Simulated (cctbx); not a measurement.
# Resonant diffraction in SmY2S4Br

Space group P4/mmm (no. 123), a = 4.2940 Å, b = 4.2940 Å, c = 9.8680 Å, α = 90.00°, β = 90.00°, γ = 90.00°.

| atom | mult. | x | y | z | Ueq (Å²) |
| --- | --- | --- | --- | --- | --- |
| Sm1 | 1 | 0 | 0 | 0 | 0.0032 |
| Y1 | 2 | 1/2 | 1/2 | 0.2660 | 0.0041 |
| Br1 | 1 | 0 | 0 | 1/2 | 0.0045 |
| S1 | 4 | 0 | 1/2 | 0.1500 | 0.0044 |

The model is made up (kin elements in a known structure type, no relaxation), so it says nothing on whether the phase exists.

Calculated with cctbx: free-atom f′ and f″ from the Sasaki tables, no fine structure; amplitudes in electrons.

| E (eV) | F 0 0 1 | F 0 0 2 | F 1 1 1 | F 1 1 0 |
| --- | --- | --- | --- | --- |
| 12874 | 58.1 | 4.8 | 9.6 | 91.5 |
| 13224 | 58.9 | 4.4 | 8.7 | 90.5 |
| 13354 | 59.6 | 4.1 | 8.1 | 89.8 |
| 13414 | 60.3 | 4.0 | 7.5 | 89.1 |
| 13444 | 61.0 | 4.1 | 6.9 | 88.4 |
| 13459 | 61.7 | 4.2 | 6.4 | 87.7 |
| 13466 | 62.3 | 4.4 | 5.9 | 87.1 |
| 13470 | 63.0 | 4.7 | 5.5 | 86.4 |
| 13478 | 63.1 | 7.8 | 3.4 | 86.4 |
| 13482 | 62.3 | 7.6 | 4.1 | 87.2 |
| 13489 | 61.6 | 7.4 | 4.8 | 87.9 |
| 13504 | 60.8 | 7.3 | 5.6 | 88.7 |
| 13534 | 60.1 | 7.3 | 6.3 | 89.4 |
| 13624 | 59.1 | 7.3 | 7.3 | 90.4 |
| 13874 | 58.0 | 7.4 | 8.3 | 91.3 |

**Question.** Which edge is crossed, and why do the reflections move as they do?

The K edge of Br. The edge is at 13474 eV. f′ of Br falls from -4.3 e at 13354 eV to -7.7 e at 4 eV below it, and f″ steps from 0.50 to 3.82 e across it. Over that approach |F| changes by +6 % (0 0 1), +15 % (0 0 2), -32 % (1 1 1) and -4 % (1 1 0): a reflection falls where Br scatters in phase with the total and rises where it scatters against it; it hardly moves where the Br term is small or cancels by symmetry. Above the edge the larger f″ enters the imaginary part, where it can add to or cancel the other atoms' f″. The structure is centrosymmetric, so Friedel mates stay equal.
